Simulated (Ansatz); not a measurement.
# Ta wire along [110], 11 atoms a period: bands along the axis, part 2 of 2

Wanted: the relaxed geometry and the bands of the Ta wire along [110], 11 atoms a period.

Ansatz 0.2.0; DFT PBE, plane waves, PAW; relaxation of a wire's period; PAW set soft_1 (the session's first sound run).

So far: The structure; Relaxing the period.

## 2. Relaxing the period (continued)

Relaxation path:

| step | energy less that of the first step (eV) | largest force component (eV/Å) | pressure (GPa) | volume (Å³) |
| --- | --- | --- | --- | --- |
| 1 | 0.0000 | 3.0051 | -6.15 | 725.37 |
| 2 | -2.6482 | 0.8691 | -1.63 | 707.10 |
| 3 | -2.6493 | 1.2089 | 1.04 | 683.02 |
| 4 | -2.8660 | 0.1027 | -0.17 | 693.24 |
| 5 | -2.8787 | 0.0612 | -0.08 | 687.00 |
| 6 | -2.8796 | 0.0538 | -0.06 | 685.50 |
| 7 | -2.8801 | 0.0043 | -0.06 | 685.05 |
| 8* | -2.8780 | 0.0043 | -0.06 | 685.05 |

Relaxation steps marked * repeat the geometry before them on a plane-wave basis chosen anew for their cell, so energy and pressure can jump there. Relaxation step 3 was tried and not accepted.

Forces are held to the 8 operations that the run works with; a distortion that breaks them can't arise in this run.

| cell as run | before | after | change |
| --- | --- | --- | --- |
| c (Å) | 4.695 | 4.434 | -5.6 % |

The atoms that moved most (Å, along periodic axes as changes of fractional coordinates times the final cell, across vacuum about the mean position):

| atom | dx | dy | dz | length |
| --- | --- | --- | --- | --- |
| Ta10 | 0.036 | -0.231 | 0.000 | 0.234 |
| Ta11 | -0.036 | -0.231 | 0.000 | 0.234 |
| Ta2 | 0.036 | 0.231 | 0.000 | 0.234 |
| Ta4 | -0.036 | 0.231 | 0.000 | 0.234 |
| Ta1 | 0.169 | 0.000 | 0.000 | 0.169 |
| Ta5 | -0.169 | 0.000 | 0.000 | 0.169 |
| Ta8 | 0.000 | -0.032 | 0.000 | 0.032 |
| Ta7 | 0.000 | 0.032 | 0.000 | 0.032 |

Numbers from this step:

| Property | Result |
| --- | --- |
| energy at zero smearing | -109247.8592 eV |
| cell length along the wire | 4.434 Å |

The cell's length comes to 4.434 Å with spin left out.

## 3. The wire at its relaxed period

This step: DFT PBE, plane waves, PAW; bands of a perfect wire; PAW set soft_1 (Ansatz 0.2.0).

At the relaxed period the bands are computed along the axis; those that cross an energy going forward count the channels that a perfect wire would open there.

input.yaml reads:

```yaml
crystal:
  lattice:
    - [13.44, 0.0, 0.0]
    - [0.0, 11.495, 0.0]
    - [0.0, 0.0, 4.4342130253]
  atoms:
    - { symbol: Ta, position: [0.265534652, 0.500008222, 0.0] }
    - { symbol: Ta, position: [0.37918068, 0.315868636, 0.0] }
    - { symbol: Ta, position: [0.5, 0.500008222, 0.0] }
    - { symbol: Ta, position: [0.62081932, 0.315868636, 0.0] }
    - { symbol: Ta, position: [0.734465348, 0.500008222, 0.0] }
    - { symbol: Ta, position: [0.378008444, 0.500008222, 0.5] }
    - { symbol: Ta, position: [0.5, 0.298567618, 0.5] }
    - { symbol: Ta, position: [0.5, 0.701448826, 0.5] }
    - { symbol: Ta, position: [0.621991556, 0.500008222, 0.5] }
    - { symbol: Ta, position: [0.37918068, 0.684147808, 0.0] }
    - { symbol: Ta, position: [0.62081932, 0.684147808, 0.0] }
kpoints:
  mp_grid: { grid: [1, 1, 19] }
  band_path: { path: ["Γ", Z], npoints: 90 }
scf:
  occupations: { method: fermi_dirac, width: 0.05 }
hamiltonian:
  xc: pbe
  pseudopotentials: { kind: paw, azcp: { folder: soft_1 } }
output:
  dos: { e_range: [-5, 4] }
  write_potential: true
  write_density: true
  volumetric_format: npy
```

Launch:

```sh
> ansatz run input.yaml --threads 4 --pin off --max-ram 16384MiB --backend cpu --events-out ev --progress --plain --runs-dir out
```

Numbers of over 12 decimals in the logs are rounded to 6 here.

Output:

```text
[...]
Crystal: 11 atoms, lattice volume = 685.054 Å³
Basis set: ecut = 420 eV, 13437 PW (Γ)
Bands: 86, of which v1, the nominal top of the filled ones, is band 72 counted from 1 (71 counted from 0)
Symmetry: 8 space group operations
[...]
k-points: 10 of 19
[...]
SCF iter   1: F=—  HF=-109265.213306 eV  |F-HF|=—  |Δ(HF+E_count)|=         —  Δρ=4.60e-2  dr2=1.09e2  ethr=3.10e-3  ⟨swp⟩=11.6  Hψ=4393  notcnv=0
[...]
SCF iter  13: F=-109247.917176 eV  HF=-109247.917176 eV  |F-HF|=1.42e-8  |Δ(HF+E_count)|=   1.41e-7  Δρ=1.72e-6  dr2=6.48e-8  ethr=6.99e-11  ⟨swp⟩=18.0  Hψ=3842  notcnv=0
SCF 1 converged in 13 iterations: F = -109247.917176 eV  dr2 = 6.48e-8
[...]
NSCF: frozen V_eff on 91 k-points
WARN: The output density's exchange-correlation potential varies sharply where the density is thin. Do not read a vacuum level from v_tot or v_xc, or from such a field of the output density. On a cell that repeats whose density bears no net charge and no dipole along the vacuum's axis use v_es (v_loc + v_h of the components); under efield.dipole_correction with no amplitude use v_es + v_field, which holds any externa [...]
SCF converged after 13 iterations
Free energy (F): -109247.917176 eV
[...]
Internal energy: -109247.797483 eV  (E = F + TS)
E sigma→0 (E₀):  -109247.857330 eV
Entropy (-TS):   -0.119693 eV (-10.881 meV/atom)
Fermi energy:    3.120625 eV
[...]
--- Band table (eV; the first three rows and the last of 10) ---
  k-point 0: bands = [... 68 lower, 2.2522, 2.9737, 3.0412, 3.1006, 3.1791, 3.1986, 3.4114, 3.8336, ... 10 higher]
  k-point 1: bands = [... 68 lower, 2.3042, 2.9391, 3.1169, 3.1326, 3.1581, 3.1814, 3.4445, 3.8209, ... 10 higher]
  k-point 2: bands = [... 68 lower, 2.4820, 2.9385, 3.0968, 3.1255, 3.2180, 3.2288, 3.5249, 3.7955, ... 10 higher]
  k-point 9: bands = [... 68 lower, 2.6026, 2.6129, 2.7223, 2.8273, 3.4513, 3.5477, 3.8175, 3.9339, ... 10 higher]
```

Wall time 55 s (4 threads of Arm Neoverse V2, shared host); peak memory 3 GiB.

Numbers from this step:

- energy at zero smearing: -109247.8573 eV
- band gap: 0 eV

Electronic bands along the path, in eV, zero at the Fermi level:

| point | band 69 | band 70 | band 71 | band 72 | band 73 | band 74 | band 75 | band 76 |
| --- | --- | --- | --- | --- | --- | --- | --- | --- |
| Γ | -0.87 | -0.15 | -0.08 | -0.02 | 0.06 | 0.08 | 0.29 | 0.71 |
| halfway | -0.33 | -0.24 | -0.04 | 0.22 | 0.26 | 0.33 | 0.36 | 0.93 |
| Z | -0.52 | -0.51 | -0.40 | -0.30 | 0.33 | 0.41 | 0.67 | 0.82 |

Between Γ and Z the bands cross the Fermi level 8 times, so a perfect wire would conduct at least 8 G₀, with spin left out.

## 4. Outcome

| Item | Value |
| --- | --- |
| cell length, PBE | 4.434 Å |
| ballistic conductance by band crossings, a lower bound, PBE | 8 G₀ |

**Reading.** Under PBE the cell's length is 4.43 Å, and the bands cross the Fermi level 8 times between Γ and Z, which gives a perfect wire at least 8 G₀ (opposite crossings within one step of the path cancel in such a count). No spin was allowed, though thin wires with open d shells can turn magnetic. Spin-orbit coupling is left out, which matters for the bands of heavy atoms.

[Logs are printed without paths, hosts, clocks, repeated set-up lines and the standing remarks that a program may print on its own settings, such as how far it seeks lower states.]

[Hosts, paths, dates, database ids (printed as entryN), source tags and the programs' standing remarks are cut or masked in the printed files.]
